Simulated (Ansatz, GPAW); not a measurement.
# A 8-layer slab of Ag(111) in an electric field, part 2 of 2

Wanted: the out-of-plane polarisability of a 8-layer slab of Ag(111).

GPAW 26.7.0 and Ansatz 0.2.0; Ansatz plane waves; slab in vacuum with a dipole correction, relaxation (the session's first sound run).

So far, upper work function (eV): step 2 (relaxing the atoms, PBE) 4.48; step 3 (the slab's potential, PBE, GPAW) 4.49.

## (7) In a field

Input file run.py:

```python
import json
import numpy as np
from ase import Atoms
from gpaw import GPAW, PW
from gpaw.external import ConstantElectricField

slab = Atoms(
    ['Ag', 'Ag', 'Ag', 'Ag', 'Ag', 'Ag', 'Ag', 'Ag'],
    positions=[
        [2.89207, 1.66974, 9.00000],
        [0.00000, 0.00000, 11.36136],
        [1.44603, 0.83487, 13.72273],
        [2.89207, 1.66974, 16.08409],
        [0.00000, 0.00000, 18.50781],
        [1.44603, 0.83487, 20.91766],
        [2.89207, 1.66974, 23.31945],
        [0.00000, 0.00000, 25.73973]],
    cell=[[2.89207, 0.0, 0.0], [1.44603, 2.5046, 0.0], [0.0, 0.0, 34.52954]],
    pbc=[True, True, False])

slab.calc = GPAW(mode=PW(400), xc='PBE', kpts={'size': (12, 12, 1), 'gamma': True},
                 occupations={'name': 'fermi-dirac', 'width': 0.1}, nbands='160%',
                 convergence={'density': 1e-05}, maxiter=200,
                 poissonsolver={'dipolelayer': 'xy'},
                 external=ConstantElectricField(0.05, [0, 0, 1]),
                 symmetry={'tolerance': 1e-3}, txt='slab.txt')
result = {}
energy = slab.get_potential_energy()
fermi = slab.calc.get_fermi_level()
v = slab.calc.get_electrostatic_potential().mean((0, 1)) - fermi
n = slab.calc.get_pseudo_density().mean((0, 1))
L = slab.cell[2, 2]
z = np.arange(len(v)) * L / len(v)
low, high = slab.positions[:, 2].min(), slab.positions[:, 2].max()
below, above = np.interp([low - 6.8, high + 6.8], z, v)
slopes = [np.interp(x, z, np.gradient(v, z)) for x in (low - 6.8, high + 6.8)]
eps = np.array([[slab.calc.get_eigenvalues(k, s) for k in range(len(slab.calc.get_ibz_k_points()))]
                for s in range(slab.calc.get_number_of_spins())]) - fermi
top, bottom = eps[eps < 0].max(), eps[eps > 0].min()
dipole = slab.get_dipole_moment()[2]
print(f'energy {energy:.4f} eV, Fermi level {fermi:.4f} eV, dipole {dipole:.5f} e A')
print(f'potential 6.8 A off the faces, from the Fermi level: lower {below:.4f} eV, upper {above:.4f} eV')
print(f'slope of the potential there: lower {slopes[0]:.5f}, upper {slopes[1]:.5f} eV/A')
print(f'nearest levels on the mesh: {top:.4f} and {bottom:.4f} eV')
print('magnetic moment', round(slab.get_magnetic_moment(), 3))
result.update(energy=energy, fermi=fermi, dipole=dipole, below=below, above=above, slopes=slopes, edges=[top, bottom],
              z=z.tolist(), v=v.tolist(), n=n.tolist(), positions=slab.positions.tolist(),
              forces=slab.get_forces(apply_constraint=False).tolist(), moments=slab.get_magnetic_moments().tolist())
json.dump(result, open('result.json', 'w'))
```

The run is started by

```
OMP_NUM_THREADS=1 OPENBLAS_NUM_THREADS=1 python run.py
```

The job ended after 26 min (1 thread of Intel Xeon 6975P-C (Granite Rapids), shared host; peak memory 0.93 GiB).

The electrostatic potential energy of an electron (without an applied field's), less the Fermi level, planar mean oscillates, so the rows of the table below give means over windows of 2.37 Å about each position, cut where the curve ends. Its maxima inside the range that stand out by 2 % of the span (Å: eV): 10.1: 1.07, 12.5: 1.02, 14.9: 0.915, 17.3: 1.08, 19.6: 0.864, 22.1: 0.778, 24.5: 0.665. Its minima: 9.0: -20.1, 11.3: -20.5, 13.7: -20.6, 16.1: -20.7, 18.6: -20.6, 20.9: -20.9, 23.3: -21.1, 25.8: -20.9.

Table of electrostatic potential energy of an electron (without an applied field's), less the Fermi level, planar mean by z; means over each step:

```
z (Å)  electrostatic potential energy of an electron (without an applied field's), less the Fermi level, planar mean (eV)
 1.19                                                                                                                4.92
 3.56                                                                                                                4.95
 5.93                                                                                                                4.89
 8.29                                                                                                               -5.69
10.67                                                                                                               -7.96
13.04                                                                                                               -8.00
15.41                                                                                                               -8.11
17.77                                                                                                               -7.88
20.14                                                                                                               -8.02
22.52                                                                                                               -8.19
24.89                                                                                                               -8.15
27.25                                                                                                               0.662
29.62                                                                                                                3.98
32.00                                                                                                                3.99
34.37                                                                                                                4.02
```

## (8) In a field

run.py: that of step 7 with these lines changed.

```diff
@@ -24,3 +24,3 @@
                  poissonsolver={'dipolelayer': 'xy'},
-                 external=ConstantElectricField(0.05, [0, 0, 1]),
+                 external=ConstantElectricField(0.1, [0, 0, 1]),
                  symmetry={'tolerance': 1e-3}, txt='slab.txt')
```

The job ended after 33 min (1 thread; peak memory 0.94 GiB).

The dipole is now 0.0789 e Å, against -0.0013 in the run without a field.

## (9) Field on

run.py: that of step 8 with these lines changed.

```diff
@@ -24,3 +24,3 @@
                  poissonsolver={'dipolelayer': 'xy'},
-                 external=ConstantElectricField(0.1, [0, 0, 1]),
+                 external=ConstantElectricField(0.2, [0, 0, 1]),
                  symmetry={'tolerance': 1e-3}, txt='slab.txt')
```

Wall time 21 min (1 thread); peak memory 0.94 GiB.

The dipole is now 0.159 e Å, against -0.0013 in the run without a field.

## (10) In a field

run.py: that of step 9 with these lines changed.

```diff
@@ -24,3 +24,3 @@
                  poissonsolver={'dipolelayer': 'xy'},
-                 external=ConstantElectricField(0.2, [0, 0, 1]),
+                 external=ConstantElectricField(0.3, [0, 0, 1]),
                  symmetry={'tolerance': 1e-3}, txt='slab.txt')
```

Elapsed: 26 min, on 1 thread; peak memory 0.95 GiB.

The dipole is now 0.239 e Å, against -0.0013 in the run without a field.

## (11) The series

The members are put on one axis.

This step: induced dipole against applied field (GPAW 26.7.0).

The dipole along the normal by field:

```
field (V/Å)  dipole along the normal (e·Å)
     -0.200                         -0.162
     -0.100                        -0.0817
     -0.050                        -0.0416
      0.000                       -0.00131
      0.050                         0.0387
      0.100                         0.0789
      0.200                          0.159
      0.300                          0.239
```

## (12) A changed run

One more run, with changed settings.

This step: GPAW, PAW setups; slab in vacuum (GPAW 26.7.0).

run.py: that of step 10 with these lines changed.

```diff
@@ -4,3 +4,2 @@
 from gpaw import GPAW, PW
-from gpaw.external import ConstantElectricField
 
@@ -22,5 +21,4 @@
                  occupations={'name': 'fermi-dirac', 'width': 0.1}, nbands='160%',
-                 convergence={'density': 1e-05}, maxiter=200,
+                 convergence={'density': 1e-05}, maxiter=3,
                  poissonsolver={'dipolelayer': 'xy'},
-                 external=ConstantElectricField(0.3, [0, 0, 1]),
                  symmetry={'tolerance': 1e-3}, txt='slab.txt')
```

Wall time 35 s (1 thread); peak memory 0.37 GiB.

The fault put into the input: too few SCF iterations (maxiter = 3).

## (13) What came out

```
work function, upper and lower face            : 4.493 and 4.457 eV
dipole along the normal                        : -0.00131 e Å
induced dipole per field                       : 0.803 e Å per V/Å
out-of-plane polarisability per area, α/(ε0 A) : 20.1 Å
```

In words: The field induces 0.803 e Å per V/Å, a polarisable thickness α/(ε0 A) of 20.1 Å beside 16.7 Å between the outermost nuclei. A perfect conductor would give the distance between its two image planes; a dielectric of thickness t gives t(1 - 1/ε). The measured value for this face is 4.53 eV (as compiled in "Anisotropic work function of elemental crystals", 2019, arxiv:1902.07811); the relaxed upper face lies 0.037 eV under it with PBE. Measured work functions scatter by a tenth of an eV or more between methods. The induced dipole is linear in the field over this range. The small printed dipole stands for a step of 33 meV from the lower to the upper face, and the probes find 35 meV; values this small are near the numerical noise of both. The in-plane lattice was kept as typed, which isn't the functional's own and leaves some strain; spin-orbit coupling and temperature are left out.

[Logs are printed without paths, hosts, clocks, repeated set-up lines and the standing remarks that a program may print on its own settings, such as how far it seeks lower states.]

[Hosts, paths, dates, database ids (printed as entryN), source tags and the programs' standing remarks are cut or masked in the printed files.]
